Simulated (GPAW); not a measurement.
# NbSi2P4 monolayer: work function by functional and basis, part 2 of 2

Aim: the work function of both faces of NbSi2P4 monolayer, and its spread over functionals and bases.

GPAW 26.7.0; GPAW, PAW setups; layer in a repeated cell with vacuum, relaxation of atoms and in-plane cell (the session's first sound run).

So far, upper work function (eV): step 3 (the slab's potential, PBE, GPAW) 5.47; step 6 (self-consistent run: xc = "vdW-DF2", GPAW, PAW setups, GPAW) 5.77; step 7 (OptPBE vdW: xc = "optPBE-vdW", GPAW, PAW setups, GPAW) 5.67; step 8 (self-consistent run: xc = "RPBE") 5.39; step 9 (real-space grid: mode = "fd", PBE, GPAW) 5.47.

### Step 10. Atomic orbitals: mode = "lcao"

Atom-centred orbitals end a few angstrom from the surface, which tests how much the density's tail matters.

File run.py:

```python
import json
import numpy as np
from ase import Atoms
from gpaw import GPAW

slab = Atoms(
    ['P', 'Si', 'P', 'Nb', 'P', 'Si', 'P'],
    positions=[
        [0.00000, 0.00000, 9.00000],
        [-0.00000, 2.03793, 10.00908],
        [0.00000, 2.03793, 12.27409],
        [0.00000, -0.00000, 13.75855],
        [0.00000, 2.03793, 15.24301],
        [-0.00000, 2.03793, 17.50803],
        [-0.00000, -0.00000, 18.51711]],
    cell=[[3.52979, -0.0, 0.0], [-1.7649, 3.05689, 0.0], [0.0, 0.0, 27.5171]],
    pbc=[True, True, False],
    magmoms=[0.0, 0.0, 0.0, 1.0, 0.0, 0.0, 0.0])

slab.calc = GPAW(mode='lcao', basis='dzp', h=0.18, xc='PBE', kpts={'size': (9, 9, 1), 'gamma': True},
                 occupations={'name': 'fermi-dirac', 'width': 0.05}, nbands='120%',
                 convergence={'density': 1e-05}, maxiter=200,
                 poissonsolver={'dipolelayer': 'xy'},
                 symmetry={'tolerance': 1e-3}, txt='slab.txt')
result = {}
energy = slab.get_potential_energy()
fermi = slab.calc.get_fermi_level()
v = slab.calc.get_electrostatic_potential().mean((0, 1)) - fermi
n = slab.calc.get_pseudo_density().mean((0, 1))
L = slab.cell[2, 2]
z = np.arange(len(v)) * L / len(v)
low, high = slab.positions[:, 2].min(), slab.positions[:, 2].max()
below, above = np.interp([low - 6.8, high + 6.8], z, v)
slopes = [np.interp(x, z, np.gradient(v, z)) for x in (low - 6.8, high + 6.8)]
eps = np.array([[slab.calc.get_eigenvalues(k, s) for k in range(len(slab.calc.get_ibz_k_points()))]
                for s in range(slab.calc.get_number_of_spins())]) - fermi
top, bottom = eps[eps < 0].max(), eps[eps > 0].min()
dipole = slab.get_dipole_moment()[2]
print(f'energy {energy:.4f} eV, Fermi level {fermi:.4f} eV, dipole {dipole:.5f} e A')
print(f'potential 6.8 A off the faces, from the Fermi level: lower {below:.4f} eV, upper {above:.4f} eV')
print(f'slope of the potential there: lower {slopes[0]:.5f}, upper {slopes[1]:.5f} eV/A')
print(f'nearest levels on the mesh: {top:.4f} and {bottom:.4f} eV')
print('magnetic moment', round(slab.get_magnetic_moment(), 3))
result.update(energy=energy, fermi=fermi, dipole=dipole, below=below, above=above, slopes=slopes, edges=[top, bottom],
              z=z.tolist(), v=v.tolist(), n=n.tolist(), positions=slab.positions.tolist(),
              forces=slab.get_forces(apply_constraint=False).tolist(), moments=slab.get_magnetic_moments().tolist())
json.dump(result, open('result.json', 'w'))
```

On the command line:

```sh
> OMP_NUM_THREADS=1 OPENBLAS_NUM_THREADS=1 python run.py
```

Elapsed: 9.6 min, on 1 thread of Intel Xeon Platinum 8488C (Sapphire Rapids), shared host; peak memory 0.36 GiB.

This step gave:

```yaml
dipole_along_the_normal: 8.78e-5 e·Å
levels_nearest_the_fermi_level_on_the_mesh: -0.08017, 0.003517 eV from the Fermi level
upper_work_function: 5.256 eV
lower_work_function: 5.258 eV
```

The electrostatic potential energy of an electron (without an applied field's), less the Fermi level, planar mean oscillates, so the rows of the table below give means over windows of 1.63 Å about each position, cut where the curve ends. Its maxima inside the range that stand out by 2 % of the span (Å: eV): 9.6: -11.0, 11.2: 2.02, 12.9: -5.51, 14.6: -5.51, 16.3: 2.02, 17.9: -11.0. Its minima: 9.1: -14.3, 10.0: -12.4, 12.3: -11.9, 13.8: -17.8, 15.2: -11.9, 17.6: -12.4, 18.5: -14.3.

Electrostatic potential energy of an electron (without an applied field's), less the Fermi level, planar mean against z; means over each step:

```csv
z (Å),"electrostatic potential energy of an electron (without an applied field's), less the Fermi level, planar mean (eV)"
0.81,5.26
2.44,5.26
4.07,5.26
5.71,5.26
7.33,4.59
8.96,-8.95
10.59,-4.26
12.22,-6.44
13.85,-11.5
15.48,-5.56
17.11,-5.83
18.75,-7.30
20.38,4.90
22.00,5.26
23.64,5.26
25.27,5.26
26.89,5.26
```

The upper face's work function is 5.256 eV, against 5.470 eV in the first plane-wave PBE run at this geometry.

### Step 11. All levels side by side

Times are for 1 thread of Intel Xeon Platinum 8488C (Sapphire Rapids), shared host. Results by setting:

```csv
no.,run,upper work function (eV),lower work function (eV),time,memory (GiB)
1,pw,5.470,5.472,3.1 min,0.34
2,LDA,5.685,5.687,2.4 min,0.32
3,revPBE,5.384,5.386,3.4 min,0.34
4,vdW DF2,5.768,5.769,4.4 min,0.57
5,optPBE vdW,5.668,5.669,3.2 min,0.58
6,RPBE,5.386,5.388,3.4 min,0.33
7,fd,5.471,5.473,11 min,1.0
8,lcao,5.256,5.258,9.6 min,0.36
```

### Step 12. Side by side

Results and costs are gathered.

This step: comparison of work functions, dipole and cost (GPAW 26.7.0).

Ladder, by row:

```csv
step,code,"work function, upper (eV)","work function, lower (eV)",dipole (e Å),wall time (s),peak memory (GiB),threads
pw,GPAW,5.47,5.472,9.16e-5,183.9,0.34,1
LDA,GPAW,5.685,5.687,9.17e-5,143.5,0.32,1
revPBE,GPAW,5.384,5.386,9.17e-5,203.7,0.34,1
vdW-DF2,GPAW,5.768,5.769,9.18e-5,264.7,0.57,1
optPBE-vdW,GPAW,5.668,5.669,9.16e-5,193.3,0.58,1
RPBE,GPAW,5.386,5.388,9.16e-5,201.3,0.33,1
fd,GPAW,5.471,5.473,8.73e-5,638.3,1.02,1
lcao,GPAW,5.256,5.258,8.78e-5,577.2,0.36,1
```

### Step 13. A changed run

One more run, with changed settings.

This step: GPAW, PAW setups; slab in vacuum (GPAW 26.7.0).

run.py, as its differences from that of step 10:

```diff
@@ -3,3 +3,3 @@
 from ase import Atoms
-from gpaw import GPAW
+from gpaw import GPAW, PW
 
@@ -19,5 +19,5 @@
 
-slab.calc = GPAW(mode='lcao', basis='dzp', h=0.18, xc='PBE', kpts={'size': (9, 9, 1), 'gamma': True},
-                 occupations={'name': 'fermi-dirac', 'width': 0.05}, nbands='120%',
-                 convergence={'density': 1e-05}, maxiter=200,
+slab.calc = GPAW(mode=PW(400), xc='PBE', kpts={'size': (9, 9, 1), 'gamma': True},
+                 occupations={'name': 'fermi-dirac', 'width': 0.05}, nbands='200%',
+                 convergence={'density': 1e-05}, maxiter=100,
                  poissonsolver={'dipolelayer': 'xy'},
@@ -32,4 +32,4 @@
 low, high = slab.positions[:, 2].min(), slab.positions[:, 2].max()
-below, above = np.interp([low - 6.8, high + 6.8], z, v)
-slopes = [np.interp(x, z, np.gradient(v, z)) for x in (low - 6.8, high + 6.8)]
+below, above = np.interp([low - 1.0, high + 1.0], z, v)
+slopes = [np.interp(x, z, np.gradient(v, z)) for x in (low - 1.0, high + 1.0)]
 eps = np.array([[slab.calc.get_eigenvalues(k, s) for k in range(len(slab.calc.get_ibz_k_points()))]
@@ -39,3 +39,3 @@
 print(f'energy {energy:.4f} eV, Fermi level {fermi:.4f} eV, dipole {dipole:.5f} e A')
-print(f'potential 6.8 A off the faces, from the Fermi level: lower {below:.4f} eV, upper {above:.4f} eV')
+print(f'potential 1.0 A off the faces, from the Fermi level: lower {below:.4f} eV, upper {above:.4f} eV')
 print(f'slope of the potential there: lower {slopes[0]:.5f}, upper {slopes[1]:.5f} eV/A')
```

Elapsed: 2.9 min, on 1 thread; peak memory 0.33 GiB.

The run finished. A setting was moved off its sound value on purpose, so it serves as a test and not as the result.

The fault put into the input: the potential probed 1 A off the face (probe = 1.0).

### Step 14. Summary of results

```
work function, both faces : 5.47 eV
dipole along the normal   : 9.2e-5 e Å, near the numerical noise
```

With plane waves and PBE the work function is 5.47 eV on the upper face and 5.47 eV on the lower. Over the sound runs of the table the upper face's work function spans 5.256 (lcao) to 5.768 eV (vdW-DF2). Atomic orbitals miss the plane-wave value by -0.21 eV, since they describe the tail of the density in the vacuum poorly. One magnetic start was tried; another order may lie lower. The layer's cell and atoms come from the relaxation; spin-orbit coupling and temperature are left out.

[Logs are printed without paths, hosts, clocks, repeated set-up lines and the standing remarks that a program may print on its own settings, such as how far it seeks lower states.]

[Hosts, paths, dates, database ids (printed as entryN), source tags and the programs' standing remarks are cut or masked in the printed files.]
